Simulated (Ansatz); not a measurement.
# Sc on W(110): change of the work function, part 4 of 5

Aim: the work function of W(110) at several coverages of Sc (longbridge site), and the dipole that each adsorbate carries.

Ansatz 0.2.0; plane-wave DFT, PBE-D3(BJ), Ansatz PAW.

So far, work function, upper face (eV): step 2 (the clean slab) 4.83; step 3 (17 atoms, coverage 0.25 ML, cell 2x2) 2.33; step 4 (18 atoms, coverage 0.5 ML, cell 2x2) 2.95.

## (6) The slab at 0.25 ML, atoms frozen

This step: plane-wave DFT, PBE-D3(BJ), Ansatz PAW (Ansatz 0.2.0).

System of this step: ScW16 (Sc/W(110)). The cell holds 17 atoms: 16 W and 1 Sc. Its edges and angles: a = 5.473 Å, b = 5.473 Å, c = 27.761 Å, α = 90.0°, β = 90.0°, γ = 70.5°. Vacuum lies along c.

To see where the charge goes, the covered slab, the bare substrate and the adsorbate layer are each run at the same frozen positions and on the same grid.

input.yaml reads:

```yaml
crystal:
  lattice:
    - [4.468914857, -3.16, 0.0]
    - [4.468914857, 3.16, 0.0]
    - [0.0, 0.0, 27.7613139911]
  atoms:
    - { symbol: W, position: [0.0, 0.0, 0.3241921475] }
    - { symbol: W, position: [0.25, 0.25, 0.40468032] }
    - { symbol: W, position: [0.0, 0.0, 0.4852135838] }
    - { symbol: W, position: [0.2451877821, 0.2451877821, 0.5661262569] }
    - { symbol: W, position: [0.0, 0.5, 0.3241921475] }
    - { symbol: W, position: [0.25, 0.75, 0.40468032] }
    - { symbol: W, position: [0.0, 0.5, 0.4853305801] }
    - { symbol: W, position: [0.2551599073, 0.7448400927, 0.563692588] }
    - { symbol: W, position: [0.5, 0.0, 0.3241921475] }
    - { symbol: W, position: [0.75, 0.25, 0.40468032] }
    - { symbol: W, position: [0.5, 0.0, 0.4853305801] }
    - { symbol: W, position: [0.7448400927, 0.2551599073, 0.563692588] }
    - { symbol: W, position: [0.5, 0.5, 0.3241921475] }
    - { symbol: W, position: [0.75, 0.75, 0.40468032] }
    - { symbol: W, position: [0.5, 0.5, 0.4851710459] }
    - { symbol: W, position: [0.7548122179, 0.7548122179, 0.5661262569] }
    - { symbol: Sc, position: [0.0, 0.0, 0.641973951] }
kpoints:
  mp_grid: { grid: [6, 6, 1] }
hamiltonian:
  xc: pbe
  dispersion: d3bj
scf:
  occupations: { method: fermi_dirac, width: 0.1 }
  convergence: { dr2_threshold: 1.0e-08 }
efield:
  axis: 3
  dipole_correction: true
  ramp_position: 0.97
  ramp_width: 0.06
output:
  write_potential: true
  write_density: true
  volumetric_format: npy
```

Started as:

```sh
> ansatz run input.yaml --threads 4 --pin off --max-ram 6144MiB --backend cpu --events-out ev --progress --plain --runs-dir out
```

Numbers of over 12 decimals in the logs are rounded to 6 here.

Log:

```text
[...]
Crystal: 17 atoms, lattice volume = 784.078 Å³
Basis set: ecut = 420 eV, 15341 PW (Γ)
Bands: 141, of which v1, the nominal top of the filled ones, is band 118 counted from 1 (117 counted from 0)
Symmetry: 4 space group operations
[...]
k-points: 13 of 36
[...]
SCF iter   1: F=—  HF=-168291.080317 eV  |F-HF|=—  |Δ(HF+E_count)|=         —  Δρ=1.07e-2  dr2=1.95e1  ethr=1.77e-3  p=0.467 e·Å  D=1.08e-1 V/Å  ΔV_dip=-2.99 eV  dr2_dipole=8.61e0  V_vac-E_F(+/−)=2.25/5.24 eV  ⟨swp⟩=9.8  Hψ=9350  notcnv=0
[...]
SCF iter  11: F=-168290.678864 eV  HF=-168290.678864 eV  |F-HF|=4.66e-10  |Δ(HF+E_count)|=   3.49e-9  Δρ=2.23e-7  dr2=1.10e-9  ethr=4.26e-12  p=0.399 e·Å  D=9.20e-2 V/Å  ΔV_dip=-2.56 eV  dr2_dipole=1.17e-10  V_vac-E_F(+/−)=2.33/4.88 eV  ⟨swp⟩=2.8  Hψ=3347  notcnv=0
SCF 1 converged in 11 iterations: F = -168290.678864 eV  dr2 = 1.10e-9
[...]
SCF converged after 11 iterations
Free energy (F): -168290.678864 eV
[...]
Internal energy: -168290.263472 eV  (E = F + TS)
E sigma→0 (E₀):  -168290.471168 eV
Entropy (-TS):   -0.415392 eV (-24.435 meV/atom)
Fermi energy:    5.363589 eV
Dipole field:    D = 0.092031 V/Å  (p = 0.398780 e·Å, saw-weighted, corrected)
Work function:   Φ+ = 2.3269 eV   Φ− = 4.8819 eV
[...]
--- Band table (eV; the first three rows and the last of 13) ---
  k-point 0: bands = [... 114 lower, 5.6279, 5.6453, 6.0967, 6.1767, 6.1925, 6.3439, 6.4069, 6.6626, ... 19 higher]
  k-point 1: bands = [... 114 lower, 5.4231, 5.5073, 5.6099, 5.8191, 5.9639, 6.2500, 6.3940, 6.4726, ... 19 higher]
  k-point 2: bands = [... 114 lower, 4.8354, 4.9317, 5.2929, 5.4376, 5.5718, 5.7627, 5.9422, 6.2532, ... 19 higher]
  k-point 12: bands = [... 114 lower, 4.6301, 4.6358, 4.8116, 4.8468, 4.9220, 4.9519, 5.3878, 5.3897, ... 19 higher]
```

Elapsed: 69 s, on 4 threads of Arm Neoverse V2, shared host; peak memory 3 GiB; 4.4 min of CPU time.

This step gave:

```
energy at zero smearing        : -168290.4712 eV
work function, upper face      : 2.327 eV
work function, lower face      : 4.882 eV
dipole along the normal        : 0.3988 e·Å
step between the vacuum levels : -2.555 eV
```

The work function of the upper face is 2.33 eV.

## (7) The substrate of the 0.25 ML cell alone

System of this step: Sc/W(110), substrate alone, atoms held. The cell holds 16 atoms: 16 W. Cell: a = 5.473 Å, b = 5.473 Å, c = 27.761 Å, α = 90.0°, β = 90.0°, γ = 70.5°. Vacuum lies along c.

The second part, atoms unmoved.

Edit input.yaml of step 6 so:

```diff
@@ -22,3 +22,2 @@
     - { symbol: W, position: [0.7548122179, 0.7548122179, 0.5661262569] }
-    - { symbol: Sc, position: [0.0, 0.0, 0.641973951] }
 kpoints:
```

Log:

```text
[...]
Crystal: 16 atoms, lattice volume = 784.078 Å³
Basis set: ecut = 420 eV, 15341 PW (Γ)
Bands: 135, of which v1, the nominal top of the filled ones, is band 112 counted from 1 (111 counted from 0)
Symmetry: 4 space group operations
[...]
k-points: 13 of 36
[...]
SCF iter   1: F=—  HF=-166154.134929 eV  |F-HF|=—  |Δ(HF+E_count)|=         —  Δρ=9.29e-3  dr2=8.25e0  ethr=1.77e-3  p=0.004 e·Å  D=8.98e-4 V/Å  ΔV_dip=-0.02 eV  dr2_dipole=6.64e-4  V_vac-E_F(+/−)=5.03/5.05 eV  ⟨swp⟩=9.6  Hψ=8869  notcnv=0
[...]
SCF iter  10: F=-166153.757655 eV  HF=-166153.757655 eV  |F-HF|=1.46e-10  |Δ(HF+E_count)|=   3.58e-9  Δρ=3.88e-7  dr2=3.01e-9  ethr=4.46e-12  p=0.005 e·Å  D=1.25e-3 V/Å  ΔV_dip=-0.03 eV  dr2_dipole=4.63e-12  V_vac-E_F(+/−)=4.86/4.90 eV  ⟨swp⟩=7.7  Hψ=5035  notcnv=0
SCF 1 converged in 10 iterations: F = -166153.757655 eV  dr2 = 3.01e-9
[...]
SCF converged after 10 iterations
Free energy (F): -166153.757655 eV
[...]
Internal energy: -166153.357551 eV  (E = F + TS)
E sigma→0 (E₀):  -166153.557603 eV
Entropy (-TS):   -0.400105 eV (-25.007 meV/atom)
Fermi energy:    4.088571 eV
Dipole field:    D = 0.001256 V/Å  (p = 0.005441 e·Å, saw-weighted, corrected)
Work function:   Φ+ = 4.8637 eV   Φ− = 4.8986 eV
[...]
--- Band table (eV; the first three rows and the last of 13) ---
  k-point 0: bands = [... 108 lower, 4.7436, 4.8018, 4.8161, 4.8212, 4.8237, 4.9595, 5.1867, 5.1932, ... 19 higher]
  k-point 1: bands = [... 108 lower, 4.1440, 4.2424, 4.3366, 4.3971, 4.6266, 5.1800, 5.2766, 5.3024, ... 19 higher]
  k-point 2: bands = [... 108 lower, 3.3073, 3.6450, 3.8214, 4.1085, 4.1673, 4.3738, 4.5959, 4.8020, ... 19 higher]
  k-point 12: bands = [... 108 lower, 3.2757, 3.3003, 3.3139, 3.4800, 3.5074, 3.5179, 3.6998, 3.7368, ... 19 higher]
```

Run time: 62 s. Hardware: 4 threads; peak memory 2.8 GiB.

Numbers from this step:

```
energy at zero smearing        : -166153.5576 eV
work function, upper face      : 4.864 eV
work function, lower face      : 4.899 eV
dipole along the normal        : 0.005441 e·Å
step between the vacuum levels : -0.03486 eV
```

The work function of the upper face is 4.86 eV.

## (8) The adsorbate layer of the 0.25 ML cell alone

System of this step: Sc/W(110), adsorbate layer alone, atoms held. The cell holds 1 atom: 1 Sc. Its edges and angles: a = 5.473 Å, b = 5.473 Å, c = 27.761 Å, α = 90.0°, β = 90.0°, γ = 70.5°. Vacuum lies along c.

The third part; a free layer of atoms may carry a moment, so spin is on.

input.yaml, the sections that differ from step 7:

```yaml
crystal:
  lattice:
    - [4.468914857, -3.16, 0.0]
    - [4.468914857, 3.16, 0.0]
    - [0.0, 0.0, 27.7613139911]
  atoms:
    - { symbol: Sc, position: [0.0, 0.0, 0.641973951], spin: 1.0 }
magnetization:
  spin_polarized: true
# kpoints, hamiltonian, scf, efield, output: as in step 7
```

Log:

```text
[...]
Crystal: 1 atoms, lattice volume = 784.078 Å³
Basis set: ecut = 420 eV, 15341 PW (Γ)
Bands: 10, of which v1, the nominal top of the filled ones, is band 6 counted from 1 (5 counted from 0)
Symmetry: 4 space group operations
k-points: 13 of 36
[...]
Starting moments: Σ|m| = 1 μB on 1 of 1 site
[...]
SCF iter   2: F=—  HF=-2131.976104 eV  |F-HF|=—  |Δ(HF+E_count)|=   9.31e-3  Δρ=6.76e-4 (↑6.76e-4 ↓4.40e-4)  dr2=1.11e-2  dr2_m=4.19e-4  M=1.155 μB ∫|m|=1.155 μB  β_m=1.00  ethr=1.39e-4  p=0.000 e·Å  D=5.15e-9 V/Å  ΔV_dip=-0.00 eV  dr2_dipole=1.04e-13  V_vac-E_F(+/−)=3.56/3.56 eV  ⟨swp⟩=1.6  Hψ=413  notcnv=0  κ⁻¹=1.0e0(r=1)
density mixer auto → broyden: no gap read (density of states about μ 3.07 of a free-electron gas's, 30 screened modes)
SCF iter   3: F=—  HF=-2132.120174 eV  |F-HF|=—  |Δ(HF+E_count)|=         —  Δρ=4.77e-3 (↑4.77e-3 ↓3.39e-4)  dr2=5.54e-2  dr2_m=3.68e-2  M=1.168 μB ∫|m|=1.170 μB  β_m=1.00  ethr=1.01e-4  p=-0.000 e·Å  D=-3.55e-7 V/Å  ΔV_dip=0.00 eV  dr2_dipole=3.16e-14  V_vac-E_F(+/−)=3.50/3.50 eV  ⟨swp⟩=2.5  Hψ=617  notcnv=0  κ⁻¹=1.0e0(r=1)
[...]
SCF iter  17: F=-2132.053644 eV  HF=-2132.053644 eV  |F-HF|=6.42e-10  |Δ(HF+E_count)|=   4.34e-9  Δρ=5.24e-7 (↑5.24e-7 ↓1.24e-7)  dr2=1.23e-9  dr2_m=4.32e-10  M=1.299 μB ∫|m|=1.308 μB  ethr=3.43e-11  p=0.000 e·Å  D=3.80e-7 V/Å  ΔV_dip=-0.00 eV  dr2_dipole=5.95e-14  V_vac-E_F(+/−)=3.45/3.45 eV  ⟨swp⟩=1.0  Hψ=974  notcnv=0
SCF 1 converged in 17 iterations: F = -2132.053644 eV  dr2 = 1.23e-9
[...]
Bands: 14, of which v1, the nominal top of the filled ones, is band 6 counted from 1 (5 counted from 0)
Symmetry: 2 space group operations
k-points: 13 of 36 (time reversal used)
[...]
Starting moments: Σ|m| = 1 μB on 1 of 1 site; this step starts from the density that it was given
[...]
SCF iter   1: F=—  HF=-2132.053644 eV  |F-HF|=—  |Δ(HF+E_count)|=         —  Δρ=5.24e-7 (↑5.24e-7 ↓1.24e-7)  dr2=1.23e-9  dr2_m=4.33e-10  M=1.299 μB ∫|m|=1.308 μB  ethr=1.11e-11  p=0.000 e·Å  D=3.80e-7 V/Å  ΔV_dip=-0.00 eV  dr2_dipole=5.96e-14  V_vac-E_F(+/−)=3.45/3.45 eV  ⟨swp⟩=1.0  Hψ=2232  notcnv=0
efield: sawtooth ramp at fractional position 0.9700 (kept from the solve that this one continues, or follows in the run), width 0.0600; the density the first Hamiltonian is built on has a dipole p = 0.000 e·Å; the dipole correction subtracts the counter field D = 3.80e-7 V/Å, which shifts the + side's vacuum level by -0.00 eV against the − side's; the planar-averaged density in the ramp window peaks in size at 1.7e-7 e/Å³
[...]
SCF iter   2: F=—  HF=-2132.066773 eV  |F-HF|=—  |Δ(HF+E_count)|=   1.31e-2  Δρ=2.74e-3 (↑2.74e-3 ↓4.34e-4)  dr2=7.56e-2  dr2_m=1.24e-2  M=1.187 μB ∫|m|=1.203 μB  ethr=9.09e-6  p=0.000 e·Å  D=1.34e-6 V/Å  ΔV_dip=-0.00 eV  dr2_dipole=3.07e-12  V_vac-E_F(+/−)=3.26/3.26 eV  ⟨swp⟩=1.0  Hψ=2300  notcnv=0
[...]
SCF iter   4: F=—  HF=-2132.053641 eV  |F-HF|=—  |Δ(HF+E_count)|=   3.96e-4  Δρ=7.71e-6 (↑7.71e-6 ↓1.51e-6)  dr2=4.58e-7  dr2_m=1.29e-7  M=1.299 μB ∫|m|=1.308 μB  ethr=2.67e-6  p=-0.000 e·Å  D=-7.07e-7 V/Å  ΔV_dip=0.00 eV  dr2_dipole=3.80e-11  V_vac-E_F(+/−)=3.45/3.45 eV  ⟨swp⟩=1.0  Hψ=832  notcnv=0
an SCF along what the orbitals of the run's state read of its open shells (or to have them read: on a GPU, or by another smearing), with 2 of the crystal's symmetry operations given up, reached no lower state that the run goes on to. This is no proof of a minimum
[...]
this state was not tested for a lower state beside it, because the mixer in use, unlike msr1, does not test its closes by its own steps (another_mixer; see scf.mixing.algorithm and scf.lower_state_search)
SCF converged after 17 iterations
an eigenvalue changed by more than its tolerance at an iteration that met the thresholds in force, so the SCF went on 1 time: the last check found none over its tolerance
Magnetization: 1.2988 μB (6.1494 up, 4.8506 down)
Absolute magnetization: 1.3074 μB (∫|ρ↑−ρ↓|, with the PAW one-centre terms)
[...]
Per-site moments (μB) at R_I (Å): [(1.254959, 2.257728)]
Free energy (F): -2132.053644 eV
[...]
Internal energy: -2131.901171 eV  (E = F + TS)
E sigma→0 (E₀):  -2131.977408 eV
Entropy (-TS):   -0.152473 eV (-152.473 meV/atom)
Fermi energy:    -2.942439 eV
Dipole field:    D = 0.000001 V/Å  (p = 0.000002 e·Å, saw-weighted, corrected)
Work function:   Φ+ = 3.4531 eV   Φ− = 3.4531 eV
[...]
--- Band table (eV; the first three rows and the last of 26) ---
  k-point 0 ↑: bands = [... 2 lower, -32.9427, -32.8726, -4.4434, -3.0849, -3.0378, -2.4448, -2.3599, -2.3351, ... 4 higher]
  k-point 1 ↑: bands = [... 2 lower, -32.9427, -32.8726, -4.3026, -3.0759, -3.0214, -2.4465, -2.4046, -2.3454, ... 4 higher]
  k-point 2 ↑: bands = [... 2 lower, -32.9428, -32.8726, -3.9410, -3.0627, -2.9416, -2.4779, -2.4430, -2.3504, ... 4 higher]
  k-point 12 ↓: bands = [... 2 lower, -32.1243, -31.9480, -2.7102, -2.1812, -2.1316, -1.9994, -1.8204, -1.6148, ... 4 higher]
```

Wall time 30 s (4 threads); peak memory 1.1 GiB; 1.9 min of CPU time.

This step gave:

```yaml
energy_at_zero_smearing: -2131.9774 eV
total_moment: 1.299 μB
site_moments: 1.255 μB
work_function_upper_face: 3.453 eV
dipole_along_the_normal: 2.36e-6 e·Å
```

Site moment by atom:

```
atom  site moment (μB)
 Sc1              1.25
```

The free layer carries a moment of 1.3 μB a cell.

## (9) Density difference at 0.25 ML

This step: plane-wave DFT, PBE-D3(BJ), Ansatz PAW; density difference on adsorption (Ansatz 0.2.0).

The densities of the parts are taken from that of the whole and averaged over planes; the first moment of what is left gives the step in the potential.

Numbers from this step:

```
largest charge moved                 : 0.01224 e/Å²
potential step from the moved charge : -2.520 eV
```

The electron density difference oscillates, so the rows of the table below give means over windows of 1 Å about each position, cut where the curve ends. Its maxima inside the range that stand out by 2 % of the span (Å: e/Å³): 10.8: 3.3e-4, 13.0: 9.4e-4, 14.9: 6.7e-4, 15.6: -0.00390, 16.9: 0.0227, 18.2: 0.00476. Its minima: 9.0: -4.7e-4, 11.3: -6.3e-4, 14.3: -9.6e-4, 15.5: -0.00504, 16.0: -0.0108, 17.8: -0.0135, 18.9: -0.00748.

Planar mean, whole system less its parts. Table of electron density difference by z; means over each step:

z (Å), electron density difference (e/Å³) and a bar from the least value:
```
        5     0.0000 ########
        6     0.0000 ########
        7    -0.0001 ########
        8     0.0001 ########
        9     0.0000 ########
       10    -0.0001 ########
       11    -0.0001 #######
       12     0.0001 ########
       13     0.0003 ########
       14    -0.0005 #######
       15    -0.0015 ######
       16    -0.0041 ##
       17     0.0178 ##############################
       18    -0.0030 ####
       19    -0.0061 
       20    -0.0024 #####
       21    -0.0003 #######
       22     0.0000 ########
       23     0.0000 ########
```

Planar mean, whole system less its parts. The electrons moved below z by z:

```
z (Å)  electrons moved below z (e/Å²)
    5                          1.3e-7
    6                         -2.1e-6
    7                         -3.0e-5
    8                         -1.0e-4
    9                         -5.7e-5
   10                         -2.8e-5
   11                         -9.2e-5
   12                         -1.9e-4
   13                         -2.6e-5
   14                         -4.5e-5
   15                         -3.9e-4
   16                        -0.00552
   17                         0.00539
   18                         0.00789
   19                         0.00530
   20                          8.6e-4
   21                          7.2e-5
   22                         -9.9e-7
   23                         -1.9e-6
   24                         -5.3e-7
```

(Continued in part 5 of 5.)

[Logs are printed without paths, hosts, clocks, repeated set-up lines and the standing remarks that a program may print on its own settings, such as how far it seeks lower states.]

[Hosts, paths, dates, database ids (printed as entryN), source tags and the programs' standing remarks are cut or masked in the printed files.]

[Maps of the electrostatic potential energy from Ansatz leave out the sawtooth potential of an applied field or a dipole correction, so their vacuum need not be flat; planar profiles and work functions include it.]
